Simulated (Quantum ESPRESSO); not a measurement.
# Na(100), 5 layers: test of the smearing, part 2 of 3

Wanted: the cheapest sound input for Na(100), 5 layers, from a series that sets result against time.

Quantum ESPRESSO 7.5; plane-wave DFT, PBE, SSSP efficiency pseudopotentials.

So far. Step 2 (Ground state: mv smearing, 0.01 Ry): Inside the slab this potential holds the local part of the pseudopotentials, which can be repulsive at the nuclei; only its value in the vacuum has a meaning of its own. Step 3 (SCF with pw.x: mv smearing, 0.02 Ry): Counted from each run's own zero (the Fermi level), the vacuum level differs from the first run's by +13 meV.

### 4. Self-consistent run: mv smearing, 0.04 Ry

Input file c2.in:

```
&control
  prefix = 'c2'
  outdir = './out'
  pseudo_dir = './pseudo'
  calculation = 'scf'
  tprnfor = .true.
/
&system
  ibrav = 0
  nat = 5
  ntyp = 1
  ecutwfc = 45
  ecutrho = 360
  occupations = 'smearing'
  smearing = 'mv'
  degauss = 0.04
  assume_isolated = 'esm'
  esm_bc = 'bc1'
/
&electrons
  conv_thr = 1e-07
  mixing_beta = 0.4
  electron_maxstep = 120
  mixing_mode = 'local-TF'
/
ATOMIC_SPECIES
  Na  22.9898  na_pbe_v1.5.uspp.F.UPF
CELL_PARAMETERS angstrom
  4.23000000000000 0.00000000000000 0.00000000000000
  0.00000000000000 4.23000000000000 0.00000000000000
  0.00000000000000 0.00000000000000 24.46000000000000
ATOMIC_POSITIONS crystal
  Na  0.000000000000 0.000000000000 -0.172935404742
  Na  0.500000000000 0.500000000000 -0.086467702371
  Na  0.000000000000 0.000000000000 0.000000000000
  Na  0.500000000000 0.500000000000 0.086467702371
  Na  0.000000000000 0.000000000000 0.172935404742
K_POINTS automatic
  8 8 1 0 0 0
```

Started as:

```sh
OMP_NUM_THREADS=1 mpirun -n 4 pw.x -nk 4 -in c2.in > c2.out
```

The program printed:

```text
[banner, memory and clock lines left out]
Program PWSCF v.7.5 starts
[...]
Message from routine setup:
[...]
number of electrons       =        45.00
     number of Kohn-Sham states=           28
     kinetic-energy cutoff     =      45.0000  Ry
     charge density cutoff     =     360.0000  Ry
[...]
number of k points=    15  Marzari-Vanderbilt smearing, width (Ry)=  0.0400
[...]
Dense  grid:   340443 G-vectors     FFT dimensions: (  50,  50, 288)
[...]
negative rho (up, down):  1.844E-03 0.000E+00
     Starting wfcs are   25 randomized atomic wfcs +    3 random wfcs
[...]
negative rho (up, down):  1.694E-04 0.000E+00
[...]
estimated scf accuracy    <       0.12438276 Ry
[...]
negative rho (up, down):  6.197E-08 0.000E+00
[...]
estimated scf accuracy    <       0.08189347 Ry
[...]
estimated scf accuracy    <       0.00489539 Ry
[...]
estimated scf accuracy    <       0.00302843 Ry
[...]
estimated scf accuracy    <       0.00239789 Ry
[...]
estimated scf accuracy    <       0.00117588 Ry
[...]
negative rho (up, down):  8.166E-04 0.000E+00
[...]
estimated scf accuracy    <       0.00074902 Ry
[...]
negative rho (up, down):  2.419E-06 0.000E+00
[...]
estimated scf accuracy    <       0.00049613 Ry
[...]
negative rho (up, down):  2.986E-07 0.000E+00
[...]
estimated scf accuracy    <       0.00004334 Ry
[...]
negative rho (up, down):  2.100E-05 0.000E+00
[...]
estimated scf accuracy    <       0.00009453 Ry
[...]
negative rho (up, down):  4.495E-05 0.000E+00
[...]
estimated scf accuracy    <       0.00003103 Ry
[...]
negative rho (up, down):  1.379E-05 0.000E+00
[...]
estimated scf accuracy    <       0.00000122 Ry
[...]
negative rho (up, down):  1.479E-05 0.000E+00
[...]
estimated scf accuracy    <       0.00000055 Ry
[...]
negative rho (up, down):  1.602E-05 0.000E+00
[...]
estimated scf accuracy    <       0.00000058 Ry
[...]
negative rho (up, down):  1.843E-05 0.000E+00
[...]
estimated scf accuracy    <       0.00000064 Ry
[...]
negative rho (up, down):  3.924E-06 0.000E+00
[...]
estimated scf accuracy    <       0.00000056 Ry
[...]
negative rho (up, down):  4.542E-05 0.000E+00
[...]
estimated scf accuracy    <       0.00000010 Ry
[...]
negative rho (up, down):  2.537E-05 0.000E+00
[...]
the Fermi energy is    -2.6306 ev
!    total energy              =    -476.69268229 Ry
     estimated scf accuracy    <       0.00000007 Ry
     smearing contrib. (-TS)   =      -0.00221442 Ry
     internal energy E=F+TS    =    -476.69046787 Ry
[...]
one-electron contribution =    2163.84061983 Ry
     hartree contribution      =   -1087.28246551 Ry
     xc contribution           =     -71.47515365 Ry
     ewald contribution        =   -1481.77346854 Ry
     convergence has been achieved in  18 iterations
[...]
Total force =     0.000906     Total SCF correction =     0.000779
[...]
```

The job ended after 38 s (4 MPI ranks of AMD EPYC 9R45, shared host; peak memory 1.3 GiB; 2.5 min of CPU time).

Numbers from this step:

```
free energy                                                    : -6485.7343 eV
Fermi energy                                                   : -2.631 eV
vacuum line at the lower end of the cell, over the Fermi level : 2.631 eV
vacuum line at the upper end of the cell, over the Fermi level : 2.631 eV
```

The program's own clock; routines nest. Time by routine:

| routine | wall time (s) | calls |
| --- | --- | --- |
| PWSCF | 37.23 | 1 |
| electrons | 34.13 | 1 |
| c_bands | 21.17 | 19 |
| cegterg | 17.01 | 76 |
| h_psi | 11.15 | 849 |
| fftw | 8.42 | 16058 |
| vloc_psi | 8.3 | 849 |
| sum_band | 4.03 | 19 |
| mix_rho | 3.95 | 19 |
| v_of_rho | 2.84 | 19 |
| init_run | 2.62 | 1 |
| newd | 2.18 | 19 |
| ffts | 2.11 | 1869 |
| calbec | 1.79 | 941 |

Counted from each run's own zero (the Fermi level), the vacuum level differs from the first run's by +67 meV.

### 5. Self-consistent run: mp smearing, 0.02 Ry

c3.in, as its differences from the input of step 4:

```diff
@@ -1,3 +1,3 @@
 &control
-  prefix = 'c2'
+  prefix = 'c3'
   outdir = './out'
@@ -14,4 +14,4 @@
   occupations = 'smearing'
-  smearing = 'mv'
-  degauss = 0.04
+  smearing = 'mp'
+  degauss = 0.02
   assume_isolated = 'esm'
```

Started as:

```sh
OMP_NUM_THREADS=1 mpirun -n 4 pw.x -nk 4 -in c3.in > c3.out
```

The program printed:

```text
[banner, memory and clock lines left out]
Program PWSCF v.7.5 starts
[...]
Message from routine setup:
[...]
number of electrons       =        45.00
     number of Kohn-Sham states=           28
     kinetic-energy cutoff     =      45.0000  Ry
     charge density cutoff     =     360.0000  Ry
[...]
number of k points=    15  Methfessel-Paxton smearing, width (Ry)=  0.0200
[...]
Dense  grid:   340443 G-vectors     FFT dimensions: (  50,  50, 288)
[...]
negative rho (up, down):  1.844E-03 0.000E+00
     Starting wfcs are   25 randomized atomic wfcs +    3 random wfcs
[...]
negative rho (up, down):  1.635E-04 0.000E+00
[...]
estimated scf accuracy    <       0.12496628 Ry
[...]
negative rho (up, down):  4.582E-08 0.000E+00
[...]
estimated scf accuracy    <       0.07977942 Ry
[...]
estimated scf accuracy    <       0.00510966 Ry
[...]
estimated scf accuracy    <       0.00316557 Ry
[...]
estimated scf accuracy    <       0.00222729 Ry
[...]
estimated scf accuracy    <       0.00110167 Ry
[...]
negative rho (up, down):  8.880E-04 0.000E+00
[...]
estimated scf accuracy    <       0.00060748 Ry
[...]
negative rho (up, down):  3.384E-06 0.000E+00
[...]
estimated scf accuracy    <       0.00059722 Ry
[...]
negative rho (up, down):  3.063E-05 0.000E+00
[...]
estimated scf accuracy    <       0.00004499 Ry
[...]
negative rho (up, down):  5.954E-07 0.000E+00
[...]
estimated scf accuracy    <       0.00001224 Ry
[...]
negative rho (up, down):  6.737E-05 0.000E+00
[...]
estimated scf accuracy    <       0.00000313 Ry
[...]
negative rho (up, down):  1.213E-05 0.000E+00
[...]
estimated scf accuracy    <       0.00000289 Ry
[...]
negative rho (up, down):  2.850E-05 0.000E+00
[...]
estimated scf accuracy    <       0.00000025 Ry
[...]
negative rho (up, down):  2.657E-05 0.000E+00
[...]
the Fermi energy is    -2.5881 ev
!    total energy              =    -476.69087937 Ry
     estimated scf accuracy    <       0.00000003 Ry
     smearing contrib. (-TS)   =      -0.00040897 Ry
     internal energy E=F+TS    =    -476.69047040 Ry
[...]
one-electron contribution =    2163.83509782 Ry
     hartree contribution      =   -1087.27590909 Ry
     xc contribution           =     -71.47619060 Ry
     ewald contribution        =   -1481.77346854 Ry
     convergence has been achieved in  14 iterations
[...]
Total force =     0.001032     Total SCF correction =     0.000727
[...]
```

It took 32 s on 4 MPI ranks; peak memory 0.97 GiB; 2.1 min of CPU time.

Read from the output:

- free energy: -6485.7098 eV
- Fermi energy: -2.588 eV
- vacuum line at the lower end of the cell, over the Fermi level: 2.588 eV
- vacuum line at the upper end of the cell, over the Fermi level: 2.588 eV

The program's own clock; routines nest. Time by routine:

| routine | wall time (s) | calls |
| --- | --- | --- |
| PWSCF | 31.22 | 1 |
| electrons | 28.12 | 1 |
| c_bands | 18.14 | 15 |
| cegterg | 14.28 | 60 |
| h_psi | 9.3 | 751 |
| fftw | 6.92 | 13092 |
| vloc_psi | 6.89 | 751 |
| sum_band | 3.21 | 15 |
| mix_rho | 2.89 | 15 |
| init_run | 2.63 | 1 |
| v_of_rho | 2.22 | 15 |
| newd | 1.76 | 15 |
| ffts | 1.68 | 1359 |
| calbec | 1.52 | 827 |

Counted from each run's own zero (the Fermi level), the vacuum level differs from the first run's by +25 meV.

### 6. Ground state: gaussian smearing, 0.01 Ry

c4.in, as its differences from the input of step 5:

```diff
@@ -1,3 +1,3 @@
 &control
-  prefix = 'c3'
+  prefix = 'c4'
   outdir = './out'
@@ -14,4 +14,4 @@
   occupations = 'smearing'
-  smearing = 'mp'
-  degauss = 0.02
+  smearing = 'gaussian'
+  degauss = 0.01
   assume_isolated = 'esm'
```

Started as:

```sh
OMP_NUM_THREADS=1 mpirun -n 4 pw.x -nk 4 -in c4.in > c4.out
```

The program printed:

```text
[banner, memory and clock lines left out]
Program PWSCF v.7.5 starts
[...]
Message from routine setup:
[...]
number of electrons       =        45.00
     number of Kohn-Sham states=           28
     kinetic-energy cutoff     =      45.0000  Ry
     charge density cutoff     =     360.0000  Ry
[...]
number of k points=    15  Gaussian smearing, width (Ry)=  0.0100
[...]
Dense  grid:   340443 G-vectors     FFT dimensions: (  50,  50, 288)
[...]
negative rho (up, down):  1.844E-03 0.000E+00
     Starting wfcs are   25 randomized atomic wfcs +    3 random wfcs
[...]
negative rho (up, down):  1.655E-04 0.000E+00
[...]
estimated scf accuracy    <       0.12288142 Ry
[...]
negative rho (up, down):  4.568E-08 0.000E+00
[...]
estimated scf accuracy    <       0.07780276 Ry
[...]
estimated scf accuracy    <       0.00545369 Ry
[...]
estimated scf accuracy    <       0.00357438 Ry
[...]
estimated scf accuracy    <       0.00219182 Ry
[...]
estimated scf accuracy    <       0.00117578 Ry
[...]
negative rho (up, down):  9.352E-04 0.000E+00
[...]
estimated scf accuracy    <       0.00070466 Ry
[...]
negative rho (up, down):  2.249E-05 0.000E+00
[...]
estimated scf accuracy    <       0.00063812 Ry
[...]
negative rho (up, down):  8.191E-05 0.000E+00
[...]
estimated scf accuracy    <       0.00007818 Ry
[...]
negative rho (up, down):  3.393E-07 0.000E+00
[...]
estimated scf accuracy    <       0.00001625 Ry
[...]
negative rho (up, down):  3.374E-05 0.000E+00
[...]
estimated scf accuracy    <       0.00000247 Ry
[...]
negative rho (up, down):  2.838E-05 0.000E+00
[...]
estimated scf accuracy    <       0.00000372 Ry
[...]
negative rho (up, down):  2.458E-05 0.000E+00
[...]
estimated scf accuracy    <       0.00000069 Ry
[...]
negative rho (up, down):  2.670E-05 0.000E+00
[...]
the Fermi energy is    -2.5850 ev
!    total energy              =    -476.69180770 Ry
     estimated scf accuracy    <       0.00000002 Ry
     smearing contrib. (-TS)   =      -0.00215033 Ry
     internal energy E=F+TS    =    -476.68965737 Ry
[...]
one-electron contribution =    2163.80805363 Ry
     hartree contribution      =   -1087.24810410 Ry
     xc contribution           =     -71.47613836 Ry
     ewald contribution        =   -1481.77346854 Ry
     convergence has been achieved in  14 iterations
[...]
Total force =     0.000976     Total SCF correction =     0.000577
[...]
```

Run time: 31 s. Hardware: 4 MPI ranks; peak memory 1.4 GiB; 2.1 min of CPU time.

Read from the output:

```
free energy                                                    : -6485.7224 eV
energy at zero smearing                                        : -6485.7078 eV
Fermi energy                                                   : -2.585 eV
vacuum line at the lower end of the cell, over the Fermi level : 2.585 eV
vacuum line at the upper end of the cell, over the Fermi level : 2.585 eV
```

The program's own clock; routines nest. Time by routine:

| routine | wall time (s) | calls |
| --- | --- | --- |
| PWSCF | 30.68 | 1 |
| electrons | 27.57 | 1 |
| c_bands | 17.57 | 15 |
| cegterg | 14.09 | 60 |
| h_psi | 9.19 | 734 |
| fftw | 6.89 | 12936 |
| vloc_psi | 6.77 | 734 |
| sum_band | 3.21 | 15 |
| mix_rho | 2.91 | 15 |
| init_run | 2.63 | 1 |
| v_of_rho | 2.31 | 15 |
| newd | 1.67 | 15 |
| ffts | 1.67 | 1359 |
| calbec | 1.52 | 810 |

Counted from each run's own zero (the Fermi level), the vacuum level differs from the first run's by +22 meV.

### 7. Self-consistent run: gaussian smearing, 0.03 Ry

c5.in, as its differences from the input of step 6:

```diff
@@ -1,3 +1,3 @@
 &control
-  prefix = 'c4'
+  prefix = 'c5'
   outdir = './out'
@@ -15,3 +15,3 @@
   smearing = 'gaussian'
-  degauss = 0.01
+  degauss = 0.03
   assume_isolated = 'esm'
```

Started as:

```sh
OMP_NUM_THREADS=1 mpirun -n 4 pw.x -nk 4 -in c5.in > c5.out
```

The program printed:

```text
[banner, memory and clock lines left out]
Program PWSCF v.7.5 starts
[...]
Message from routine setup:
[...]
number of electrons       =        45.00
     number of Kohn-Sham states=           28
     kinetic-energy cutoff     =      45.0000  Ry
     charge density cutoff     =     360.0000  Ry
[...]
number of k points=    15  Gaussian smearing, width (Ry)=  0.0300
[...]
Dense  grid:   340443 G-vectors     FFT dimensions: (  50,  50, 288)
[...]
negative rho (up, down):  1.844E-03 0.000E+00
     Starting wfcs are   25 randomized atomic wfcs +    3 random wfcs
[...]
negative rho (up, down):  1.699E-04 0.000E+00
[...]
estimated scf accuracy    <       0.12395103 Ry
[...]
negative rho (up, down):  5.946E-08 0.000E+00
[...]
estimated scf accuracy    <       0.08092569 Ry
[...]
estimated scf accuracy    <       0.00472786 Ry
[...]
estimated scf accuracy    <       0.00280343 Ry
[...]
estimated scf accuracy    <       0.00228122 Ry
[...]
estimated scf accuracy    <       0.00113089 Ry
[...]
negative rho (up, down):  5.797E-04 0.000E+00
[...]
estimated scf accuracy    <       0.00069448 Ry
[...]
negative rho (up, down):  2.972E-07 0.000E+00
[...]
estimated scf accuracy    <       0.00060924 Ry
[...]
negative rho (up, down):  4.137E-08 0.000E+00
[...]
estimated scf accuracy    <       0.00004377 Ry
[...]
negative rho (up, down):  2.247E-05 0.000E+00
[...]
estimated scf accuracy    <       0.00007695 Ry
[...]
negative rho (up, down):  4.477E-05 0.000E+00
[...]
estimated scf accuracy    <       0.00002890 Ry
[...]
negative rho (up, down):  1.206E-05 0.000E+00
[...]
estimated scf accuracy    <       0.00000133 Ry
[...]
negative rho (up, down):  1.434E-05 0.000E+00
[...]
estimated scf accuracy    <       0.00000056 Ry
[...]
negative rho (up, down):  3.369E-05 0.000E+00
[...]
estimated scf accuracy    <       0.00000068 Ry
[...]
negative rho (up, down):  2.514E-05 0.000E+00
[...]
estimated scf accuracy    <       0.00000057 Ry
[...]
negative rho (up, down):  7.057E-06 0.000E+00
[...]
estimated scf accuracy    <       0.00000055 Ry
[...]
negative rho (up, down):  1.289E-05 0.000E+00
[...]
estimated scf accuracy    <       0.00000046 Ry
[...]
negative rho (up, down):  8.502E-06 0.000E+00
[...]
estimated scf accuracy    <       0.00000058 Ry
[...]
negative rho (up, down):  2.123E-05 0.000E+00
[...]
estimated scf accuracy    <       0.00000096 Ry
[...]
negative rho (up, down):  2.207E-05 0.000E+00
[...]
estimated scf accuracy    <       0.00000019 Ry
[...]
negative rho (up, down):  2.497E-05 0.000E+00
[...]
the Fermi energy is    -2.6611 ev
!    total energy              =    -476.69958625 Ry
     estimated scf accuracy    <       0.00000002 Ry
     smearing contrib. (-TS)   =      -0.01672485 Ry
     internal energy E=F+TS    =    -476.68286140 Ry
[...]
one-electron contribution =    2163.94885445 Ry
     hartree contribution      =   -1087.38331087 Ry
     xc contribution           =     -71.47493643 Ry
     ewald contribution        =   -1481.77346854 Ry
     convergence has been achieved in  21 iterations
[...]
Total force =     0.000652     Total SCF correction =     0.000345
[...]
```

Wall time 42 s (4 MPI ranks); peak memory 1.3 GiB.

Read from the output:

- free energy: -6485.8283 eV
- energy at zero smearing: -6485.7145 eV
- Fermi energy: -2.661 eV
- vacuum line at the lower end of the cell, over the Fermi level: 2.661 eV
- vacuum line at the upper end of the cell, over the Fermi level: 2.661 eV

The program's own clock; routines nest. Time by routine:

| routine | wall time (s) | calls |
| --- | --- | --- |
| PWSCF | 41.36 | 1 |
| electrons | 38.24 | 1 |
| c_bands | 22.8 | 22 |
| cegterg | 18.49 | 88 |
| h_psi | 12.22 | 907 |
| fftw | 9.44 | 17562 |
| vloc_psi | 9.14 | 907 |
| mix_rho | 4.79 | 22 |
| sum_band | 4.76 | 22 |
| v_of_rho | 3.32 | 22 |
| init_run | 2.64 | 1 |
| newd | 2.58 | 22 |
| ffts | 2.46 | 2242 |
| calbec | 1.95 | 1011 |

Counted from each run's own zero (the Fermi level), the vacuum level differs from the first run's by +98 meV.

### 8. SCF with pw.x: fd smearing, 0.002 Ry

c6.in, as its differences from the input of step 7:

```diff
@@ -1,3 +1,3 @@
 &control
-  prefix = 'c5'
+  prefix = 'c6'
   outdir = './out'
@@ -14,4 +14,4 @@
   occupations = 'smearing'
-  smearing = 'gaussian'
-  degauss = 0.03
+  smearing = 'fd'
+  degauss = 0.002
   assume_isolated = 'esm'
```

Started as:

```sh
OMP_NUM_THREADS=1 mpirun -n 4 pw.x -nk 4 -in c6.in > c6.out
```

The program printed:

```text
[banner, memory and clock lines left out]
Program PWSCF v.7.5 starts
[...]
Message from routine setup:
[...]
number of electrons       =        45.00
     number of Kohn-Sham states=           28
     kinetic-energy cutoff     =      45.0000  Ry
     charge density cutoff     =     360.0000  Ry
[...]
number of k points=    15  Fermi-Dirac smearing, width (Ry)=  0.0020
[...]
Dense  grid:   340443 G-vectors     FFT dimensions: (  50,  50, 288)
[...]
negative rho (up, down):  1.844E-03 0.000E+00
     Starting wfcs are   25 randomized atomic wfcs +    3 random wfcs
[...]
negative rho (up, down):  1.655E-04 0.000E+00
[...]
estimated scf accuracy    <       0.11671642 Ry
[...]
negative rho (up, down):  4.645E-08 0.000E+00
[...]
estimated scf accuracy    <       0.07424498 Ry
[...]
estimated scf accuracy    <       0.00587315 Ry
[...]
estimated scf accuracy    <       0.00398891 Ry
[...]
estimated scf accuracy    <       0.00240940 Ry
[...]
estimated scf accuracy    <       0.00133676 Ry
[...]
negative rho (up, down):  8.846E-04 0.000E+00
[...]
estimated scf accuracy    <       0.00072694 Ry
[...]
negative rho (up, down):  1.231E-04 0.000E+00
[...]
estimated scf accuracy    <       0.00068242 Ry
[...]
negative rho (up, down):  1.246E-04 0.000E+00
[...]
estimated scf accuracy    <       0.00008959 Ry
[...]
negative rho (up, down):  4.918E-06 0.000E+00
[...]
estimated scf accuracy    <       0.00001376 Ry
[...]
negative rho (up, down):  1.191E-05 0.000E+00
[...]
estimated scf accuracy    <       0.00000339 Ry
[...]
negative rho (up, down):  1.147E-04 0.000E+00
[...]
estimated scf accuracy    <       0.00000308 Ry
[...]
negative rho (up, down):  2.552E-05 0.000E+00
[...]
estimated scf accuracy    <       0.00000054 Ry
[...]
negative rho (up, down):  2.728E-05 0.000E+00
[...]
the Fermi energy is    -2.5598 ev
!    total energy              =    -476.69092207 Ry
     estimated scf accuracy    <       0.00000004 Ry
     smearing contrib. (-TS)   =      -0.00072912 Ry
     internal energy E=F+TS    =    -476.69019295 Ry
[...]
one-electron contribution =    2163.72751741 Ry
     hartree contribution      =   -1087.16750690 Ry
     xc contribution           =     -71.47673492 Ry
     ewald contribution        =   -1481.77346854 Ry
     convergence has been achieved in  14 iterations
[...]
Total force =     0.001129     Total SCF correction =     0.000237
[...]
```

The job ended after 31 s (4 MPI ranks; peak memory 0.98 GiB).

This step gave:

| Quantity | Value |
| --- | --- |
| free energy | -6485.7104 eV |
| energy at zero smearing | -6485.7054 eV |
| Fermi energy | -2.560 eV |
| vacuum line at the lower end of the cell, over the Fermi level | 2.560 eV |
| vacuum line at the upper end of the cell, over the Fermi level | 2.560 eV |

The program's own clock; routines nest. Time by routine:

| routine | wall time (s) | calls |
| --- | --- | --- |
| PWSCF | 30.74 | 1 |
| electrons | 27.61 | 1 |
| c_bands | 17.54 | 15 |
| cegterg | 14.3 | 60 |
| h_psi | 9.33 | 746 |
| fftw | 7.01 | 13116 |
| vloc_psi | 6.92 | 746 |
| sum_band | 3.26 | 15 |
| mix_rho | 2.87 | 15 |
| init_run | 2.65 | 1 |
| v_of_rho | 2.27 | 15 |
| newd | 1.78 | 15 |
| ffts | 1.66 | 1361 |
| calbec | 1.51 | 822 |

Counted from each run's own zero (the Fermi level), the vacuum level differs from the first run's by -3 meV.

[end of part 2 of 3]

[Logs are printed without paths, hosts, clocks, repeated set-up lines and the standing remarks that a program may print on its own settings, such as how far it seeks lower states.]

[Hosts, paths, dates, database ids (printed as entryN), source tags and the programs' standing remarks are cut or masked in the printed files.]

[Maps of the electrostatic potential energy from Ansatz leave out the sawtooth potential of an applied field or a dipole correction, so their vacuum need not be flat; planar profiles and work functions include it.]
